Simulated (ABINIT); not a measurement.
# Diamond (Fd-3m, 2 atoms a cell): G0W0 in ABINIT against the bands in the self-energy

How does the gap of Diamond (Fd-3m, 2 atoms a cell) converge in the bands in the self-energy?

Main program and level: ABINIT 10.8.3; LDA and many-body steps on it, plane waves.

## Step 1: Starting point

The structure is cubic, space group Fd-3m (No. 227). The conventional cell has a = 3.567 Å, b = 3.567 Å, c = 3.567 Å, α = 90.00°, β = 90.00°, γ = 90.00°. Nearest to C lie 4 C at 1.54 Å.

The cell and positions come from the Crystallography Open Database and are kept as given unless a step says otherwise.

## Step 2: Screening, 6×6×6 mesh, 76 bands, screening to 217.7 eV

This step: ABINIT 10.8.3; RPA screening on LDA, plane waves, norm-conserving pseudopotentials.

The RPA dielectric matrix is built and inverted for each q.

run.abi

```
acell 3*1.0 Angstrom
rprim 
  -0.000000000000 1.783370000000 1.783370000000
  1.783370000000 -0.000000000000 1.783370000000
  1.783370000000 1.783370000000 0.000000000000
ntypat 1
znucl 6
natom 2
typat 1 1
xred 
  -0.000000000000 0.000000000000 0.000000000000
  0.250000000000 0.250000000000 0.250000000000
pp_dirpath "pseudos"
pseudos "C.upf"
ecut 37
ngkpt 6 6 6
nshiftk 1
shiftk 0 0 0
kptopt 1
chksymbreak 0
istwfk *1
occopt 1
irdwfk 1
optdriver 3
nband 76
ecuteps 8
inclvkb 2
awtr 1
symchi 1
indata_prefix "in"
outdata_prefix "out"
tmpdata_prefix "tmp"
```

The run is started by

```sh
$ OMP_NUM_THREADS=1 mpirun -n 4 abinit run.abi > log
```

Log:

```text
.Version 10.8.3 of ABINIT. v10.8.2 released Aug 2026.

 Symmetries : space group Fd -3 m (#227); Bravais cF (face-center cubic)
[... echo of the input left out ...]
== DATASET  1 ==================================================================
-   mpi_nproc: 4, omp_nthreads: 1 (-1 if OMP is not activated)

--- !DatasetInfo
iteration_state: {dtset: 1, }
dimensions: {natom: 2, nkpt: 16, mband: 76, nsppol: 1, nspinor: 1, nspden: 1, mpw: 869, }
cutoff_energies: {ecut:  37.0, pawecutdg:  -1.0, }
electrons: {nelect:   8.00000000E+00, charge:   0.00000000E+00, occopt:   1.00000000E+00, tsmear:   1.00000000E-02, }

 SCREENING: Calculation of the susceptibility and dielectric matrices

 Based on a program developped by R.W. Godby, V. Olevano, G. Onida, and L. Reining.
 Incorporated in ABINIT by V. Olevano, G.-M. Rignanese, and M. Torrent.
.Using double precision arithmetic ; gwpc =  8

[... cell and pseudopotentials left out ...]
--------------------------------------------------------------------------------

 ==== K-mesh for the wavefunctions ====
 Number of points in the irreducible wedge :    16
[... list of points left out ...]
 Together with 48 symmetry operations and time-reversal symmetry
 yields   216 points in the full Brillouin Zone.

 ==== Q-mesh for the screening function ====
 Number of points in the irreducible wedge :    16
[... list of points left out ...]
 Together with 48 symmetry operations and time-reversal symmetry
 yields   216 points in the full Brillouin Zone.

 setmesh: FFT mesh size selected  =    20x   20x   20
          total number of points  =         8000

 vcoul_init : cutoff-mode = AUXILIARY_FUNCTION
 q-points for optical limit:   1
     1)      0.000010    0.000020    0.000030

- screening: taking advantage of time-reversal symmetry
- Maximum band index for partially occupied states nbvw = 4
- Remaining bands to be divided among processors   nbcw = 72
- Number of bands treated by each node ~18

 Number of electrons calculated from density =    8.0000; Expected =    8.0000
 average of density, n =  0.104505
 r_s =    1.3170
 omega_plasma =   31.1835 [eV]

 calculating chi0 at frequencies [eV] :
  1    0.000000E+00    0.000000E+00
  2    0.000000E+00    3.118352E+01

--------------------------------------------------------------------------------
  q-point number  1        q = ( 0.000000, 0.000000, 0.000000) [r.l.u.]
--------------------------------------------------------------------------------
[... chi0 elements left out ...]
 For q-point:  0.000010 0.000020 0.000030
  dielectric constant =   5.7990
  dielectric constant without local fields =   6.2259

  Average fulfillment of the sum rule on Im[epsilon] for q-point    1 :     92.35  [%]
[... wings left out ...]
  q-point number  2        q = ( 0.166667, 0.000000, 0.000000) [r.l.u.]
--------------------------------------------------------------------------------
[... chi0 elements left out ...]
  Average fulfillment of the sum rule on Im[epsilon] for q-point    2 :     98.61  [%]

 [... 14 further q-points ...]
```

The job ended after 18 s (4 MPI ranks of Arm Neoverse N1, shared host; peak memory 0.47 GiB; 74 s of CPU time).

This step gave:

```
ε∞ with local fields, on this mesh, along the program's q direction : 5.799
the same without local fields                                       : 6.226
plasma frequency                                                    : 31.18 eV
plane waves in the screening matrix                                 : 65
```

Local fields lower ε∞ by 7 %. On a Γ-centred mesh this coarse the value itself is usually too large, while a short band sum pulls it down.

## Step 3: 12 bands

This step: G0W0 on LDA, plane waves, norm-conserving pseudopotentials.

run.abi: that of step 2 with these lines changed.

```diff
@@ -23,8 +23,17 @@
 irdwfk 1
-optdriver 3
-nband 76
+optdriver 4
+nband 12
+gwcalctyp 0
+ecutsigx 37
+symsigma 1
+nkptgw 2
+kptgw 
+  0.0000000000 0.0000000000 0.0000000000
+  0.3333333333 0.3333333333 0.0000000000
+bdgw 
+  2 7
+  3 6
 ecuteps 8
-inclvkb 2
-awtr 1
-symchi 1
+irdscr 1
+ppmodel 1
 indata_prefix "in"
```

Log:

```text
.Version 10.8.3 of ABINIT. v10.8.2 released Aug 2026.

 Symmetries : space group Fd -3 m (#227); Bravais cF (face-center cubic)
[... echo of the input left out ...]
== DATASET  1 ==================================================================
-   mpi_nproc: 4, omp_nthreads: 1 (-1 if OMP is not activated)

--- !DatasetInfo
iteration_state: {dtset: 1, }
dimensions: {natom: 2, nkpt: 16, mband: 12, nsppol: 1, nspinor: 1, nspden: 1, mpw: 869, }
cutoff_energies: {ecut:  37.0, pawecutdg:  -1.0, }
electrons: {nelect:   8.00000000E+00, charge:   0.00000000E+00, occopt:   1.00000000E+00, tsmear:   1.00000000E-02, }

 SIGMA: Calculation of the GW corrections

 Based on a program developped by R.W. Godby, V. Olevano, G. Onida, and L. Reining.
 Incorporated in ABINIT by V. Olevano, G.-M. Rignanese, and M. Torrent.
.Using double precision arithmetic ; gwpc =  8

[... cell and pseudopotentials left out ...]
--------------------------------------------------------------------------------

 ==== K-mesh for the wavefunctions ====
 Number of points in the irreducible wedge :    16
[... list of points left out ...]
 Together with 48 symmetry operations and time-reversal symmetry
 yields   216 points in the full Brillouin Zone.

 ==== Q-mesh for screening function ====
 Number of points in the irreducible wedge :    16
[... list of points left out ...]
 Together with 48 symmetry operations and time-reversal symmetry
 yields   216 points in the full Brillouin Zone.

 vcoul_init : cutoff-mode = AUXILIARY_FUNCTION
 q-points for optical limit:   1
     1)      0.000010    0.000020    0.000030
 setmesh: FFT mesh size selected  =    32x   32x   32
          total number of points  =        32768

 Number of electrons calculated from density =    8.0000; Expected =    8.0000
 average of density, n =  0.104505
 r_s =    1.3170
 omega_plasma =   31.1835 [eV]

 === KS Band Gaps ===
  >>>> For spin  1
   Minimum direct gap =   5.5609 [eV], located at k-point      :   0.0000  0.0000  0.0000
   Fundamental gap    =   4.1619 [eV], Top of valence bands at :   0.0000  0.0000  0.0000
                                       Bottom of conduction at :   0.3333  0.3333  0.0000
 SIGMA fundamental parameters:
 PLASMON POLE MODEL  1
 number of plane-waves for SigmaX                  869
 number of plane-waves for SigmaC and W             65
 number of plane-waves for wavefunctions           869
 number of bands                                    12
 number of independent spin polarizations            1
 number of spinorial components                      1
 number of k-points in IBZ                          16
 number of q-points in IBZ                          16
 number of symmetry operations                      48
 number of k-points in BZ                          216
 number of q-points in BZ                          216
 number of frequencies for dSigma/dE                 9
 frequency step for dSigma/dE [eV]                0.25
 number of omega for Sigma on real axis              0
 max omega for Sigma on real axis  [eV]           0.00
 zcut for avoiding poles [eV]                     0.10

 EPSILON^-1 parameters (SCR file):
 dimension of the eps^-1 matrix on file             65
 dimension of the eps^-1 matrix used                65
 number of plane-waves for wavefunctions           869
 number of bands                                    76
 number of q-points in IBZ                          16
 number of frequencies                               2
 number of real frequencies                          1
 number of imag frequencies                          1

 matrix elements of self-energy operator (all in [eV])

 Perturbative Calculation

--- !SelfEnergy_ee
iteration_state: {dtset: 1, }
kpoint     : [   0.000,    0.000,    0.000, ]
spin       : 1
KS_gap     :    5.561
QP_gap     :    7.456
Delta_QP_KS:    1.895
data: !SigmaeeData |
     Band     E0 <VxcDFT>   SigX SigC(E0)      Z dSigC/dE  Sig(E)    E-E0       E
        2  10.035 -16.825 -19.311   2.752   0.838  -0.194 -16.601   0.223  10.258
        3  10.035 -16.825 -19.311   2.752   0.838  -0.194 -16.601   0.223  10.258
        4  10.035 -16.825 -19.311   2.752   0.838  -0.194 -16.601   0.223  10.258
        5  15.596 -15.621  -9.487  -3.614   0.841  -0.190 -13.502   2.118  17.715
        6  15.596 -15.621  -9.487  -3.614   0.841  -0.190 -13.502   2.118  17.715
        7  15.596 -15.621  -9.487  -3.614   0.841  -0.190 -13.502   2.118  17.715

--- !SelfEnergy_ee
iteration_state: {dtset: 1, }
kpoint     : [   0.333,    0.333,    0.000, ]
spin       : 1
KS_gap     :    9.488
QP_gap     :   11.345
Delta_QP_KS:    1.856
data: !SigmaeeData |
     Band     E0 <VxcDFT>   SigX SigC(E0)      Z dSigC/dE  Sig(E)    E-E0       E
        3   4.709 -15.944 -20.324   4.075   0.823  -0.215 -16.195  -0.250   4.459
        4   4.709 -15.944 -20.324   4.075   0.823  -0.215 -16.195  -0.250   4.459
        5  14.197 -14.412  -8.811  -3.706   0.847  -0.180 -12.806   1.606  15.803
        6  17.756 -13.422  -7.015  -4.397   0.849  -0.178 -11.716   1.706  19.462

== END DATASET(S) ==============================================================
================================================================================

 -outvars: echo values of variables after computation  --------
           etotal      0.0000000000E+00
            nband          12
             nkpt          16
          spgroup         227
 [... the other variables as echoed above ...]

 Calculation completed.
```

Elapsed: 2.5 s, on 4 MPI ranks; peak memory 0.12 GiB.

Numbers from this step:

```yaml
g0w0_gap_on_the_points_computed: 5.545 eV
starting_gap_on_the_mesh: 4.162 eV
k_of_the_valence_top: 0, 0, 0
k_of_the_conduction_bottom: 0.3333, 0.3333, 0
z_at_the_valence_top: 0.838
z_at_the_conduction_bottom: 0.847
least_direct_g0w0_gap_on_the_computed_points: 7.457 eV
```

## Step 4: 22 bands

The self-energy is evaluated for the states that the input lists, and the levels follow from it, in one-shot runs by the linearised quasiparticle equation.

run.abi: that of step 3 with these lines changed.

```diff
@@ -24,3 +24,3 @@
 optdriver 4
-nband 12
+nband 22
 gwcalctyp 0
```

Log:

```text
.Version 10.8.3 of ABINIT. v10.8.2 released Aug 2026.

 Symmetries : space group Fd -3 m (#227); Bravais cF (face-center cubic)
[... echo of the input left out ...]
== DATASET  1 ==================================================================
-   mpi_nproc: 4, omp_nthreads: 1 (-1 if OMP is not activated)

--- !DatasetInfo
iteration_state: {dtset: 1, }
dimensions: {natom: 2, nkpt: 16, mband: 22, nsppol: 1, nspinor: 1, nspden: 1, mpw: 869, }
cutoff_energies: {ecut:  37.0, pawecutdg:  -1.0, }
electrons: {nelect:   8.00000000E+00, charge:   0.00000000E+00, occopt:   1.00000000E+00, tsmear:   1.00000000E-02, }

 SIGMA: Calculation of the GW corrections

 Based on a program developped by R.W. Godby, V. Olevano, G. Onida, and L. Reining.
 Incorporated in ABINIT by V. Olevano, G.-M. Rignanese, and M. Torrent.
.Using double precision arithmetic ; gwpc =  8

[... cell and pseudopotentials left out ...]
--------------------------------------------------------------------------------

 ==== K-mesh for the wavefunctions ====
 Number of points in the irreducible wedge :    16
[... list of points left out ...]
 Together with 48 symmetry operations and time-reversal symmetry
 yields   216 points in the full Brillouin Zone.

 ==== Q-mesh for screening function ====
 Number of points in the irreducible wedge :    16
[... list of points left out ...]
 Together with 48 symmetry operations and time-reversal symmetry
 yields   216 points in the full Brillouin Zone.

 vcoul_init : cutoff-mode = AUXILIARY_FUNCTION
 q-points for optical limit:   1
     1)      0.000010    0.000020    0.000030
 setmesh: FFT mesh size selected  =    32x   32x   32
          total number of points  =        32768

 Number of electrons calculated from density =    8.0000; Expected =    8.0000
[...]
number of omega for Sigma on real axis              0
 max omega for Sigma on real axis  [eV]           0.00
 zcut for avoiding poles [eV]                     0.10

 EPSILON^-1 parameters (SCR file):
 dimension of the eps^-1 matrix on file             65
 dimension of the eps^-1 matrix used                65
 number of plane-waves for wavefunctions           869
 number of bands                                    76
 number of q-points in IBZ                          16
 number of frequencies                               2
 number of real frequencies                          1
 number of imag frequencies                          1

 matrix elements of self-energy operator (all in [eV])

 Perturbative Calculation

--- !SelfEnergy_ee
iteration_state: {dtset: 1, }
kpoint     : [   0.000,    0.000,    0.000, ]
spin       : 1
KS_gap     :    5.561
QP_gap     :    7.365
Delta_QP_KS:    1.804
data: !SigmaeeData |
     Band     E0 <VxcDFT>   SigX SigC(E0)      Z dSigC/dE  Sig(E)    E-E0       E
        2  10.035 -16.825 -19.311   2.120   0.833  -0.201 -17.129  -0.304   9.731
        3  10.035 -16.825 -19.311   2.120   0.833  -0.201 -17.129  -0.304   9.731
        4  10.035 -16.825 -19.311   2.120   0.833  -0.201 -17.129  -0.304   9.731
[...]
--- !SelfEnergy_ee
iteration_state: {dtset: 1, }
kpoint     : [   0.333,    0.333,    0.000, ]
spin       : 1
KS_gap     :    9.488
QP_gap     :   11.272
Delta_QP_KS:    1.783
data: !SigmaeeData |
     Band     E0 <VxcDFT>   SigX SigC(E0)      Z dSigC/dE  Sig(E)    E-E0       E
[...]
5  14.197 -14.412  -8.811  -4.305   0.842  -0.187 -13.321   1.092  15.289
        6  17.756 -13.422  -7.015  -5.036   0.843  -0.186 -12.267   1.155  18.911

== END DATASET(S) ==============================================================
================================================================================

 -outvars: echo values of variables after computation  --------
           etotal      0.0000000000E+00
            nband          22
             nkpt          16
          spgroup         227
 [... the other variables as echoed above ...]

 Calculation completed.
```

The job ended after 2.9 s (4 MPI ranks; peak memory 0.12 GiB).

This step gave:

| Property | Result |
| --- | --- |
| G0W0 gap on the points computed | 5.558 eV |
| starting gap on the mesh | 4.162 eV |
| k of the valence top | 0, 0, 0 |
| k of the conduction bottom | 0.3333, 0.3333, 0 |
| Z at the valence top | 0.833 |
| Z at the conduction bottom | 0.842 |
| least direct G0W0 gap on the computed points | 7.365 eV |

The gap on the mesh goes from 4.16 eV to 5.56 eV, a correction of +1.40 eV.

## Step 5: 46 bands

run.abi: that of step 4 with these lines changed.

```diff
@@ -24,3 +24,3 @@
 optdriver 4
-nband 22
+nband 46
 gwcalctyp 0
```

Log:

```text
.Version 10.8.3 of ABINIT. v10.8.2 released Aug 2026.

 Symmetries : space group Fd -3 m (#227); Bravais cF (face-center cubic)
[... echo of the input left out ...]
== DATASET  1 ==================================================================
-   mpi_nproc: 4, omp_nthreads: 1 (-1 if OMP is not activated)

--- !DatasetInfo
iteration_state: {dtset: 1, }
dimensions: {natom: 2, nkpt: 16, mband: 46, nsppol: 1, nspinor: 1, nspden: 1, mpw: 869, }
cutoff_energies: {ecut:  37.0, pawecutdg:  -1.0, }
[...]
Band     E0 <VxcDFT>   SigX SigC(E0)      Z dSigC/dE  Sig(E)    E-E0       E
[...]
5  14.197 -14.412  -8.811  -4.664   0.840  -0.190 -13.625   0.787  14.984
        6  17.756 -13.422  -7.015  -5.390   0.841  -0.189 -12.567   0.855  18.611

== END DATASET(S) ==============================================================
================================================================================

 -outvars: echo values of variables after computation  --------
           etotal      0.0000000000E+00
            nband          46
             nkpt          16
          spgroup         227
 [... the other variables as echoed above ...]

 Calculation completed.
```

Wall time 3.7 s (4 MPI ranks); peak memory 0.44 GiB; 14 s of CPU time.

This step gave:

* G0W0 gap on the points computed: 5.598 eV
* starting gap on the mesh: 4.162 eV
* k of the valence top: 0, 0, 0
* k of the conduction bottom: 0.3333, 0.3333, 0
* least direct G0W0 gap on the computed points: 7.342 eV

Against the run before, the gap moves by +0.040 eV.

## Step 6: 76 bands

run.abi: that of step 5 with these lines changed.

```diff
@@ -24,3 +24,3 @@
 optdriver 4
-nband 46
+nband 76
 gwcalctyp 0
```

Log:

```text
.Version 10.8.3 of ABINIT. v10.8.2 released Aug 2026.

 Symmetries : space group Fd -3 m (#227); Bravais cF (face-center cubic)
[... echo of the input left out ...]
== DATASET  1 ==================================================================
-   mpi_nproc: 4, omp_nthreads: 1 (-1 if OMP is not activated)

--- !DatasetInfo
iteration_state: {dtset: 1, }
dimensions: {natom: 2, nkpt: 16, mband: 76, nsppol: 1, nspinor: 1, nspden: 1, mpw: 869, }
cutoff_energies: {ecut:  37.0, pawecutdg:  -1.0, }
[...]
Band     E0 <VxcDFT>   SigX SigC(E0)      Z dSigC/dE  Sig(E)    E-E0       E
[...]
5  14.197 -14.412  -8.811  -4.764   0.840  -0.191 -13.709   0.703  14.900
        6  17.756 -13.422  -7.015  -5.485   0.840  -0.190 -12.648   0.774  18.531

== END DATASET(S) ==============================================================
================================================================================

 -outvars: echo values of variables after computation  --------
           etotal      0.0000000000E+00
            nband          76
             nkpt          16
          spgroup         227
 [... the other variables as echoed above ...]

 Calculation completed.
```

It took 4.6 s on 4 MPI ranks; peak memory 0.47 GiB.

Numbers from this step:

```
G0W0 gap on the points computed              : 5.616 eV
starting gap on the mesh                     : 4.162 eV
k of the valence top                         : 0, 0, 0
k of the conduction bottom                   : 0.3333, 0.3333, 0
least direct G0W0 gap on the computed points : 7.340 eV
```

Against the run before, the gap moves by +0.018 eV.

## Step 7: Side by side

Times are wall times on 4 MPI ranks of Arm Neoverse N1, shared host, good to a factor of about two. A run's time includes the screening step that it read.

| run | mesh | bands | screening cutoff (eV) | DFT gap (eV) | gap on the mesh (eV) | direct (eV) | ε∞ used | time |
| --- | --- | --- | --- | --- | --- | --- | --- | --- |
| 12 bands | 6×6×6 | 12 | 217.7 | 4.162 | 5.545 | 7.457 | 5.80 | 21 s |
| 22 bands | 6×6×6 | 22 | 217.7 | 4.162 | 5.558 | 7.365 | 5.80 | 21 s |
| 46 bands | 6×6×6 | 46 | 217.7 | 4.162 | 5.598 | 7.342 | 5.80 | 22 s |
| 76 bands | 6×6×6 | 76 | 217.7 | 4.162 | 5.616 | 7.340 | 5.80 | 23 s |

## Step 8: What came out

| Item | Value |
| --- | --- |
| 12 bands | 5.545 eV |
| 22 bands | 5.558 eV |
| 46 bands | 5.598 eV |
| 76 bands | 5.616 eV |
| known limits | not at the basis limit; coarse k mesh |

**Reading.** The setting moved: bands in the self-energy. From 12 bands to 76 bands the gap moves by +0.07 eV. The last step still moves it by +0.018 eV. Bands and screening cutoff are coupled, so a series along one setting does not show full convergence. Bands and cutoff are finite, so the gap is not at the basis limit. The miss can reach some tenths of an eV and take either sign; the mesh is an error of its own. In the first G0W0 run levels were corrected at 2 k points alone, so a gap called «on the mesh» is the least over those, and an edge elsewhere would be missed. The 6×6×6 mesh is coarse for this cell, which bears on the long-range parts of exchange and screening.

[Paths, hosts, dates, memory and timing lines, banners, echoed tables and standing remarks are left out of the program output.]

[Logs are printed without paths, hosts, clocks, repeated set-up lines and the standing remarks that a program may print on its own settings, such as how far it seeks lower states.]

[Runs of the session that timed out or met a known fault of the program may be left out.]

[No measured gap is set beside runs whose start may be inverted or whose files or cutoffs have a known fault.]

[Hosts, paths, dates, database ids (printed as entryN), source tags and the programs' standing remarks are cut or masked in the printed files.]

[G0W0 gaps are taken among the corrected bands and points alone; a level outside them can change the order at an edge.]

[Where Ansatz stands beside ABINIT at settings called matched, ABINIT's density can come from a denser mesh and the files from another edition; pairs whose starting gaps differed by over 0.03 eV were left out, so agreement reads better than it is.]
